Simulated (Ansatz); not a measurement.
# Changed inputs in constrained RPA: RbCuF3 (cubic perovskite) (Pm-3m)

Aim: hold the target of a cRPA run on RbCuF3 (cubic perovskite) (Pm-3m) and move one thing at a time.

Program: Ansatz 0.2.0. Level of theory: constrained RPA on LDA, plane waves, PAW. Results are calculated unless marked as measured.

The structure was built from a prototype and need not be the compound's stable phase.

## 1. Starting point

Symmetry: Pm-3m, No. 221, cubic system. The conventional cell has a = 3.980 Å, b = 3.980 Å, c = 3.980 Å, α = 90.00°, β = 90.00°, γ = 90.00°. Rb has 12 F at 2.81 Å nearest. Nearest to Cu lie 6 F at 1.99 Å. Nearest to F lie 2 Cu at 1.99 Å and 4 Rb at 2.81 Å. Farther neighbours and most contacts between anions are not listed.

Structure file:

```cif
data_structure
_symmetry_space_group_name_H-M 'Pm-3m'
_symmetry_Int_Tables_number 221
_cell_length_a 3.9798
_cell_length_b 3.9798
_cell_length_c 3.9798
_cell_angle_alpha 90.000
_cell_angle_beta 90.000
_cell_angle_gamma 90.000
_cell_volume 63.03
loop_
_atom_site_label
_atom_site_type_symbol
_atom_site_symmetry_multiplicity
_atom_site_Wyckoff_symbol
_atom_site_fract_x
_atom_site_fract_y
_atom_site_fract_z
_atom_site_occupancy
Rb1 Rb 1 a 0.00000 0.00000 0.00000 1
Cu1 Cu 1 b 0.50000 0.50000 0.50000 1
F1 F 3 c 0.00000 0.50000 0.50000 1
```

The structure was relaxed with LDA. The structure type comes from a generator and need not be one that this composition takes. The structure was generated from a model, not taken from a measurement. The runs that relaxed it are not among those shown. The program's search for lower electronic states was switched off, so nothing shows that the state found is the lowest. The default PAW set here is soft_2. Its files were made with PBE.

## 2. Base: Cu d, bands v5 to v1, 4×4×4 mesh, medium accuracy

Constrained RPA screens the interaction with every transition except those inside the target bands, which a later many-body model would treat itself.

input.yaml

```yaml
crystal:
  lattice:
    - [0.0, -3.97978796, 0.0]
    - [0.0, 0.0, 3.97978796]
    - [-3.97978796, 0.0, 0.0]
  atoms:
    - { symbol: Rb, position: [0.0, 0.0, 0.0] }
    - { symbol: Cu, position: [0.5, 0.5, 0.5] }
    - { symbol: F, position: [0.5, 0.5, 0.0] }
    - { symbol: F, position: [0.5, 0.0, 0.5] }
    - { symbol: F, position: [0.0, 0.5, 0.5] }
kpoints:
  mp_grid: { grid: [6, 6, 6] }
hamiltonian:
  xc: lda
scf:
  occupations: { method: gaussian, width: 0.08 }
  n_extra_bands: 19
  max_iter: 150
  lower_state_search: "off"
output:
  crpa:
    kmesh: [4, 4, 4]
    target_bands: [v5, v1]
    projections: [{ species: Cu, l: d, shell: 3 }]
  local_orbitals:
    kmesh: [8, 8, 8]
    orbitals: [{ species: Cu, l: d, shell: 3 }]
    window: { bands: [v5, v1] }
    seedname: lo
```

On the command line:

```console
$ ansatz run input.yaml --threads 4 --pin off --max-ram 9216MiB --backend cpu --events-out ev --progress --plain --runs-dir out
```

Numbers of over 12 decimals in the logs are rounded to 6 here.

The program printed:

```text
scf.n_extra_bands = 19 over 25 filled bands (N_el = 49.0): the run solves 44 bands
Engine: ansatz 0.2.0, aarch64-unknown-linux-gnu
Pseudopotentials: kind: paw
Pseudopotential: Rb, paw, valence charge 9, recommended cutoff 420 eV (normal), Rb.paw.azcp
Pseudopotential: Cu, paw, valence charge 19, recommended cutoff 420 eV (normal), Cu.paw.azcp
Pseudopotential: F, paw, valence charge 7, recommended cutoff 420 eV (normal), F.paw.azcp
Functional definition: SPW92
  exchange = slater_x
  correlation = pw_c
Crystal: 5 atoms, lattice volume = 63.035 Å³
Basis set: ecut = 420 eV, 1237 PW (Γ)
Bands: 44, of which v1, the nominal top of the filled ones, is band 25 counted from 1 (24 counted from 0)
Symmetry: 48 space group operations
Space group: Pm-3m (ITA 221), of the structure as read, at distance tolerance 4.0e-5 Å
k-points: 20 of 216
Non-local potential: Rb, projectors of the file, l = 0: 3, l = 1: 2, l = 2: 2
Non-local potential: Cu, projectors of the file, l = 0: 3, l = 1: 2, l = 2: 3, l = 3: 1
Non-local potential: F, projectors of the file, l = 0: 2, l = 1: 2, l = 2: 1
PAW form: soft (Blöchl's): semilocal exchange-correlation on the pseudo side does not see the compensation charge
PAW frozen core: Rb, regenerated for the run's functional, and the local potential with it (the file was generated under x = pbe(κ = 0.804, μ = 0.219515), c = pbe(β = 0.066725))
PAW frozen core: Cu, regenerated for the run's functional, and the local potential with it (the file was generated under x = pbe(κ = 0.804, μ = 0.219515), c = pbe(β = 0.066725))
PAW frozen core: F, regenerated for the run's functional, and the local potential with it (the file was generated under x = pbe(κ = 0.804, μ = 0.219515), c = pbe(β = 0.066725))
PAW one-centre angular grid: Rb, 110 points (default); XC on 64 Gauss nodes
PAW one-centre angular grid: Cu, 590 points (default); XC on 64 Gauss nodes
PAW one-centre angular grid: F, 110 points (default); XC on 64 Gauss nodes
Initial density: superposition of atomic densities (neutral atoms: chi_scale 0, normalization atom), corrected by the library's trained network
Initial wavefunctions: pseudopotential atomic-orbital guess
Functional: x = slater, c = lda
SCF iter   1: F=—  HF=-12110.007980 eV  |F-HF|=—  |Δ(HF+E_count)|=         —  Δρ=2.25e-2  dr2=2.09e-1  ethr=1.77e-3  ⟨swp⟩=6.1  Hψ=4146  notcnv=0  defer=161
preconditioner: auto → LDOS  [metal: Δε(μ)=0.010 eV  Ē_g=22.479 eV  σ=0.080 eV  W_gap=0.07  n_scr=18 (ndim 8)  ℏωp=29.9 eV  f_vac=0.030  D(μ)=4.02/eV (n_scr^D=32)  β→1.0]
SCF iter   2: F=—  HF=-12110.068699 eV  |F-HF|=—  |Δ(HF+E_count)|=   6.07e-2  Δρ=3.16e-2  dr2=3.19e-1  ethr=4.26e-4  ⟨swp⟩=2.0  Hψ=1663  notcnv=0  defer=255
[...]
NSCF: frozen V_eff on 38 k-points
NSCF: frozen V_eff on 10 k-points
[...]
cRPA screening: q 1/64
cRPA screening: q 2/64
cRPA screening: q 8/64 (q-point 3)
cRPA screening: q 11/64 (q-point 6)
cRPA screening: q 23/64 (q-point 7)
cRPA screening: q 35/64 (q-point 11)
cRPA screening: q 38/64 (q-point 22)
cRPA screening: q 46/64 (q-point 23)
cRPA screening: q 58/64 (q-point 27)
cRPA screening: q 64/64 (q-point 43)
SCF converged after 8 iterations
Free energy (F): -12109.942340 eV
Harris-Foulkes:  -12109.942340 eV  (|F-HF|=3.27e-8)
Internal energy: -12109.929413 eV  (E = F + TS)
E sigma→0 (E₀):  -12109.935876 eV
Entropy (-TS):   -0.012927 eV (-2.585 meV/atom)
Fermi energy:    7.255071 eV
--- Per-component energies (eV) ---
  E_band       = -609.940062
  E_kinetic    = 1107.260195
  E_local      = -7774.430319  (includes V_loc(G=0)·N_el)
  E_nonlocal   = 802.964294
  E_hartree    = 3250.722800
  E_xc         = -451.980186
  E_vxc        = -554.606249  (∫ρ·V_xc dr)
  E_paw        = -4679.388410  (= ΣΔE_a)
  E_vpaw       = -692.573543  (= ΣTr[D̂ρ^β])
  E_aug_tail   = 0.006539  (compensation charges beyond the density's cutoff)
  E_ewald      = -4366.145001
  E_core_change = 1.060674  (= ΣΔE_core)
  E_smearing   = -0.012927  (= −TS)
  E_closure    = -0.000000  (closes the sum)
  Σ components = -12109.942340   (vs F -12109.942340, Δ=0.00e0)
--- Band table (eV; the first three rows and the last of 20) ---
  k-point 0: bands = [... 21 lower, 5.1697, 5.1697, 5.5430, 5.5430, 10.9454, 14.2928, 14.2928, 16.8042, ... 15 higher]
  k-point 1: bands = [... 21 lower, 5.3933, 5.3933, 5.5435, 5.9377, 11.5037, 14.5761, 14.7161, 16.9884, ... 15 higher]
  k-point 2: bands = [... 21 lower, 5.5444, 5.7255, 5.7255, 6.4274, 12.8484, 15.1848, 15.2343, 17.6368, ... 15 higher]
  k-point 19: bands = [... 21 lower, 6.1345, 6.1345, 7.8244, 7.8244, 14.5218, 14.5218, 14.5218, 17.4569, ... 15 higher]
--- cRPA (band scheme, projected local orbitals): target bands 21..25 (1-based), 5 Wannier function(s), 4×4×4 mesh, 50 bands' worth read of 55 solved, ecut_chi 136.0 eV, v(q+G=0) probe_charge, pair densities all_electron ---
  bands read: the sum over 50 bands ends inside a degenerate multiplet in 1 slot, whose members it reads at an even weight; the widest, k=42: bands 49 to 51 (counted from 1) at 2/3 each
  χ-basis size per q: N_G = 208..251
  window electrons = 9.0000, filled by tetrahedron_uncorrected; constrained ε̄⁻¹(q = 0, 0) head = 0.403396; min gauge Gram eig = 0.6104
  Kanamori averages over each shell's own Wannier functions (sites counted from 0, functions from 1):
    Site 1, 3D, 5 of 5 d orbitals (Wannier functions 1, 2, 3, 4, 5; wannier90's mr 1, 2, 3, 4, 5):
      screened: U = 7.9847 eV, U' = 6.7458 eV, J = 0.6053 eV
      screened d-shell averages: U_bar = F0 = 6.9936 eV, J_bar = 0.8531 eV
      screened, to within: U = 2.2e-2 eV, U' = 2.2e-2 eV, J = 9.4e-4 eV
      screened d-shell averages, to within: U_bar = 2.0e-2 eV, J_bar = 1.4e-3 eV
      bare: V = 22.2760 eV, V' = 20.7482 eV, J = 0.7293 eV
      bare d-shell averages: V_bar = F0 = 21.0537 eV, J_bar = 1.0348 eV
  Hermiticity witness max|P − P†| over intra, direct and exchange elements: 1.42e-14 eV (screened), 3.55e-15 eV (bare)
  Reality witness max|Im| over intra, direct and exchange elements: 4.31e-19 eV (screened), 3.76e-19 eV (bare)
```

Wall time 78 s (4 threads of Arm Neoverse V1, shared host); peak memory 0.58 GiB; 4.7 min of CPU time.

Reading the cycles: dr2 is the Hartree energy of the density residual (eV), the measure of convergence; HF is the Harris–Foulkes estimate of the energy, which meets the free energy F at convergence.

Numbers from this step:

| Property | Result |
| --- | --- |
| U | 7.985 eV |
| U prime (inter-orbital) | 6.746 eV |
| J | 0.6053 eV |
| bare V | 22.28 eV |
| bare J | 0.7293 eV |
| stated bound on U | 0.02131 eV |
| U over bare V | 0.3584 |
| electrons in the window | 9.000 |
| head of the constrained inverse dielectric matrix | 0.4034 |
| least eigenvalue of the projection's overlap | 0.6104 |
| target functions | 5 |
| bands in the sums | 50 |
| r.m.s. miss of the model bands | 5.36e-4 eV |
| width of the target bands | 2.655 eV |
| weight of the projected orbitals in the window | 0.8046 |

On the Cu d shell, screening brings the on-site interaction from 22.3 eV down to U = 7.98 eV.

## 3. Changed: 6×6×6 mesh

input.yaml: that of step 2 with these lines changed.

```diff
@@ -22,9 +22,4 @@
   crpa:
-    kmesh: [4, 4, 4]
+    kmesh: [6, 6, 6]
     target_bands: [v5, v1]
     projections: [{ species: Cu, l: d, shell: 3 }]
-  local_orbitals:
-    kmesh: [8, 8, 8]
-    orbitals: [{ species: Cu, l: d, shell: 3 }]
-    window: { bands: [v5, v1] }
-    seedname: lo
```

The program printed:

```text
[...]
Crystal: 5 atoms, lattice volume = 63.035 Å³
Basis set: ecut = 420 eV, 1237 PW (Γ)
Bands: 44, of which v1, the nominal top of the filled ones, is band 25 counted from 1 (24 counted from 0)
Symmetry: 48 space group operations
[...]
k-points: 20 of 216
[...]
SCF iter   1: F=—  HF=-12110.007980 eV  |F-HF|=—  |Δ(HF+E_count)|=         —  Δρ=2.25e-2  dr2=2.09e-1  ethr=1.77e-3  ⟨swp⟩=6.1  Hψ=4146  notcnv=0  defer=161
[...]
SCF iter   8: F=-12109.942340 eV  HF=-12109.942340 eV  |F-HF|=3.27e-8  |Δ(HF+E_count)|=   6.97e-7  Δρ=1.62e-5  dr2=4.55e-8  ethr=2.04e-10  ⟨swp⟩=10.2  Hψ=4338  notcnv=0
SCF 1 converged in 8 iterations: F = -12109.942340 eV  dr2 = 4.55e-8
[...]
NSCF: frozen V_eff on 20 k-points
[...]
cRPA screening: q 1/216
cRPA screening: q 2/216
cRPA screening: q 8/216 (q-point 3)
cRPA screening: q 14/216 (q-point 4)
cRPA screening: q 17/216 (q-point 8)
[...]
E sigma→0 (E₀):  -12109.935876 eV
Entropy (-TS):   -0.012927 eV (-2.585 meV/atom)
Fermi energy:    7.255071 eV
[...]
--- Band table (eV; the first three rows and the last of 20) ---
  k-point 0: bands = [... 21 lower, 5.1697, 5.1697, 5.5430, 5.5430, 10.9454, 14.2928, 14.2928, 16.8042, ... 15 higher]
  k-point 1: bands = [... 21 lower, 5.3933, 5.3933, 5.5435, 5.9377, 11.5037, 14.5761, 14.7161, 16.9884, ... 15 higher]
  k-point 2: bands = [... 21 lower, 5.5444, 5.7255, 5.7255, 6.4274, 12.8484, 15.1848, 15.2343, 17.6368, ... 15 higher]
  k-point 19: bands = [... 21 lower, 6.1345, 6.1345, 7.8244, 7.8244, 14.5218, 14.5218, 14.5218, 17.4569, ... 15 higher]
[...]
χ-basis size per q: N_G = 208..251
[...]
screened: U = 8.0375 eV, U' = 6.8014 eV, J = 0.6036 eV
      screened d-shell averages: U_bar = F0 = 7.0487 eV, J_bar = 0.8508 eV
      screened, to within: U = 2.4e-2 eV, U' = 2.4e-2 eV, J = 9.4e-4 eV
      screened d-shell averages, to within: U_bar = 2.2e-2 eV, J_bar = 1.4e-3 eV
      bare: V = 22.2077 eV, V' = 20.6831 eV, J = 0.7271 eV
      bare d-shell averages: V_bar = F0 = 20.9880 eV, J_bar = 1.0320 eV
[...]
[key lines of the parts left out:]
SCF converged after 8 iterations
Free energy (F): -12109.942340 eV
```

It took 7.7 min on 4 threads; peak memory 0.79 GiB; 29 min of CPU time.

Numbers from this step:

```
U                                                 : 8.038 eV
U prime (inter-orbital)                           : 6.801 eV
J                                                 : 0.6036 eV
bare V                                            : 22.21 eV
bare J                                            : 0.7271 eV
stated bound on U                                 : 0.02321 eV
U over bare V                                     : 0.3619
electrons in the window                           : 9.000
head of the constrained inverse dielectric matrix : 0.4068
least eigenvalue of the projection's overlap      : 0.6104
target functions                                  : 5
bands in the sums                                 : 50
width of the target bands                         : 2.655 eV
weight of the projected orbitals in the window    : 0.8046
```

On the Cu d shell, screening brings the on-site interaction from 22.2 eV down to U = 8.04 eV.

## 4. Changed: 2×2×2 mesh

input.yaml: that of step 3 with these lines changed.

```diff
@@ -22,3 +22,3 @@
   crpa:
-    kmesh: [6, 6, 6]
+    kmesh: [2, 2, 2]
     target_bands: [v5, v1]
```

The program printed:

```text
[...]
Crystal: 5 atoms, lattice volume = 63.035 Å³
Basis set: ecut = 420 eV, 1237 PW (Γ)
Bands: 44, of which v1, the nominal top of the filled ones, is band 25 counted from 1 (24 counted from 0)
Symmetry: 48 space group operations
[...]
k-points: 20 of 216
[...]
χ-basis size per q: N_G = 208..251
[...]
screened: U = 8.6011 eV, U' = 7.3072 eV, J = 0.6346 eV
      screened d-shell averages: U_bar = F0 = 7.5660 eV, J_bar = 0.8933 eV
      screened, to within: U = 1.9e-2 eV, U' = 1.9e-2 eV, J = 1.1e-3 eV
      screened d-shell averages, to within: U_bar = 1.7e-2 eV, J_bar = 1.5e-3 eV
      bare: V = 23.1683 eV, V' = 21.5882 eV, J = 0.7617 eV
      bare d-shell averages: V_bar = F0 = 21.9042 eV, J_bar = 1.0778 eV
[...]
[key lines of the parts left out:]
SCF converged after 8 iterations
Free energy (F): -12109.942340 eV
Fermi energy:    7.255071 eV
```

Run time: 12 s. Hardware: 4 threads; peak memory 0.5 GiB.

This step gave:

```
U                                                 : 8.601 eV
U prime (inter-orbital)                           : 7.307 eV
J                                                 : 0.6346 eV
bare V                                            : 23.17 eV
bare J                                            : 0.7617 eV
stated bound on U                                 : 0.01806 eV
U over bare V                                     : 0.3712
electrons in the window                           : 9.000
head of the constrained inverse dielectric matrix : 0.3897
least eigenvalue of the projection's overlap      : 0.6104
target functions                                  : 5
bands in the sums                                 : 50
width of the target bands                         : 2.655 eV
weight of the projected orbitals in the window    : 0.8046
```

On the Cu d shell, screening brings the on-site interaction from 23.2 eV down to U = 8.60 eV.

## 5. Changed: accuracy low

input.yaml: that of step 4 with these lines changed.

```diff
@@ -22,4 +22,5 @@
   crpa:
-    kmesh: [2, 2, 2]
+    kmesh: [4, 4, 4]
     target_bands: [v5, v1]
     projections: [{ species: Cu, l: d, shell: 3 }]
+    accuracy: low
```

The program printed:

```text
[...]
Crystal: 5 atoms, lattice volume = 63.035 Å³
Basis set: ecut = 420 eV, 1237 PW (Γ)
Bands: 44, of which v1, the nominal top of the filled ones, is band 25 counted from 1 (24 counted from 0)
Symmetry: 48 space group operations
[...]
k-points: 20 of 216
[...]
χ-basis size per q: N_G = 208..251
[...]
screened: U = 7.9812 eV, U' = 6.7425 eV, J = 0.6051 eV
      screened d-shell averages: U_bar = F0 = 6.9903 eV, J_bar = 0.8528 eV
      screened, to within: U = 8.1e-2 eV, U' = 8.1e-2 eV, J = 7.7e-3 eV
      screened d-shell averages, to within: U_bar = 6.8e-2 eV, J_bar = 1.1e-2 eV
      bare: V = 22.2760 eV, V' = 20.7482 eV, J = 0.7293 eV
      bare d-shell averages: V_bar = F0 = 21.0537 eV, J_bar = 1.0348 eV
[...]
[key lines of the parts left out:]
SCF converged after 8 iterations
Free energy (F): -12109.942340 eV
Fermi energy:    7.255071 eV
```

The job ended after 64 s (4 threads; peak memory 0.54 GiB; 3.8 min of CPU time).

Numbers from this step:

```yaml
u: 7.981 eV
u_prime_inter_orbital: 6.743 eV
j: 0.6051 eV
bare_v: 22.28 eV
bare_j: 0.7293 eV
stated_bound_on_u: 0.08024 eV
u_over_bare_v: 0.3583
electrons_in_the_window: 9.000
head_of_the_constrained_inverse_dielectric_matrix: 0.4034
least_eigenvalue_of_the_projection_s_overlap: 0.6104
target_functions: 5
bands_in_the_sums: 50
width_of_the_target_bands: 2.655 eV
weight_of_the_projected_orbitals_in_the_window: 0.8046
```

On the Cu d shell, screening brings the on-site interaction from 22.3 eV down to U = 7.98 eV.

## 6. Changed: sums over states on smooth products

input.yaml: that of step 5 with these lines changed.

```diff
@@ -25,2 +25,5 @@
     projections: [{ species: Cu, l: d, shell: 3 }]
-    accuracy: low
+    accuracy: sum_over_states
+    pair_densities: pseudo
+    n_empty_bands: 50
+    ecut_chi: 136
```

The program printed:

```text
[...]
Crystal: 5 atoms, lattice volume = 63.035 Å³
Basis set: ecut = 420 eV, 1237 PW (Γ)
Bands: 44, of which v1, the nominal top of the filled ones, is band 25 counted from 1 (24 counted from 0)
Symmetry: 48 space group operations
[...]
k-points: 20 of 216
[...]
χ-basis size per q: N_G = 208..251
[...]
U and J over all bands: no bound (output.crpa.accuracy: sum_over_states); those below are of the sums over the bands read on the sphere of ecut_chi alone
[...]
screened: U = 8.8569 eV, U' = 7.4069 eV, J = 0.7096 eV
      screened d-shell averages: U_bar = F0 = 7.6969 eV, J_bar = 0.9996 eV
      bare: V = 22.2760 eV, V' = 20.7482 eV, J = 0.7293 eV
      bare d-shell averages: V_bar = F0 = 21.0537 eV, J_bar = 1.0348 eV
[...]
[key lines of the parts left out:]
SCF converged after 8 iterations
Free energy (F): -12109.942340 eV
Fermi energy:    7.255071 eV
```

It took 7 s on 4 threads; peak memory 0.47 GiB; 25 s of CPU time.

This variant gives U = 8.86 eV against 7.98 eV. It is a finite sum over empty states with no bound on its error and stays out of the table below.

(Continued in part 2 of 2.)

[Paths, hosts, dates, memory and timing lines, banners, echoed tables and standing remarks are left out of the program output.]

[Logs are printed without paths, hosts, clocks, repeated set-up lines and the standing remarks that a program may print on its own settings, such as how far it seeks lower states.]

[Runs of the session that timed out or met a known fault of the program may be left out.]

[Hosts, paths, dates, database ids (printed as entryN), source tags and the programs' standing remarks are cut or masked in the printed files.]
